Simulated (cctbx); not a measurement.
## Accept or mend?

Cell a = 4.1010 Å, b = 4.1010 Å, c = 7.2820 Å, α = 90.00°, β = 90.00°, γ = 90.00°; space group P4/nmm (no. 129, origin choice 1).

The data are simulated with cctbx, not measured: Cu Kα, λ = 1.54184 Å, to d = 0.8 Å, 70 % of the full sphere, strongest reflection 40000 counts, noise from counting, a 4 % proportional error and a noise floor of 2 counts (s.d.); no absorption.

An anisotropic refinement with weights 1/σ² prints:

```text
Rint 0.030, 99 unique reflections to 0.80 A
cycle     R1     wR2    GooF  max shift (A)
   1  0.0988  0.2526  13.490   0.00599
   2  0.0891  0.2251  12.020   0.00001
final R1 0.0890 wR2 0.2251 GooF 12.020  parameters 6  data/parameter 16.5
atom        x        y        z      Ueq    occ   su(xyz)  su(Uiso or U11)
W1     0.50000  0.00000  0.79465   0.0187  1.000  0.00032  0.0017
Br1    0.50000  0.00000  0.35136   0.0204  1.000  0.00092  0.0023
difference map: max 16.05 min -2.83 rms 1.15
Q1    0.0000  0.0000  0.0000    2   16.05  2.54 A from W1
Q2    0.0000  0.5000  0.1984    2    7.93  0.05 A from W1
Q3    0.0000  0.0000  0.4214    4    4.20  2.11 A from Br1
Q4    0.0000  0.5000  0.7178    2    2.43  0.50 A from Br1
Q5    0.0000  0.5000  0.5206    2    2.07  0.93 A from Br1
Q6    0.0000  0.3442  0.6228    8    1.74  0.67 A from Br1
```

Q: Accept it or mend it, and why?

Mend it. The fault: an atom left out, F at (0, 0, 0). Against the right model at the same level, R1 goes from 0.0068 to 0.0890 and GooF from 0.91 to 12.02 and the top difference peak, 16.1 e/Å³, lies 2.54 Å from W1. Q1 is the missing atom. With scattering power missing, scale and phases suffer, so peaks may also grow on the heavy atoms.

The compound is WBrF. The right model at the same level gives:

```text
Rint 0.030, 99 unique reflections to 0.80 A
cycle     R1     wR2    GooF  max shift (A)
   1  0.0357  0.1000   5.399   0.00049
   2  0.0068  0.0169   0.912   0.00000
final R1 0.0068 wR2 0.0169 GooF 0.912  parameters 8  data/parameter 12.4
atom        x        y        z      Ueq    occ   su(xyz)  su(Uiso or U11)
W1     0.50000  0.00000  0.79507   0.0199  1.000  0.00002  0.0001
Br1    0.50000  0.00000  0.35059   0.0241  1.000  0.00007  0.0002
F1     0.00000  0.00000  0.00000   0.0208  1.000  0.00000  0.0007
difference map: max 0.37 min -0.28 rms 0.09
Q1    0.0000  0.5000  0.0015    2    0.37  1.48 A from W1
Q2    0.0000  0.5000  0.3845    2    0.35  1.31 A from W1
Q3    0.0000  0.5000  0.7587    2    0.32  0.80 A from Br1
Q4    0.0000  0.5000  0.5064    2    0.29  1.04 A from Br1
Q5    0.1771  0.3229  0.2856    8    0.25  1.18 A from W1
Q6    0.0000  0.5000  0.6208    2    0.24  0.21 A from Br1
```

Isotropic U is held between 0.0001 and 1 Å² by the program, and listed peak heights are interpolated, so they can pass the grid's maximum.

The model is made up (kin elements in a known structure type, no relaxation), so it says nothing on whether the phase exists.

[Middle refinement cycles are left out of these outputs.]

[Logs are printed without paths, hosts, clocks, repeated set-up lines and the standing remarks that a program may print on its own settings, such as how far it seeks lower states.]
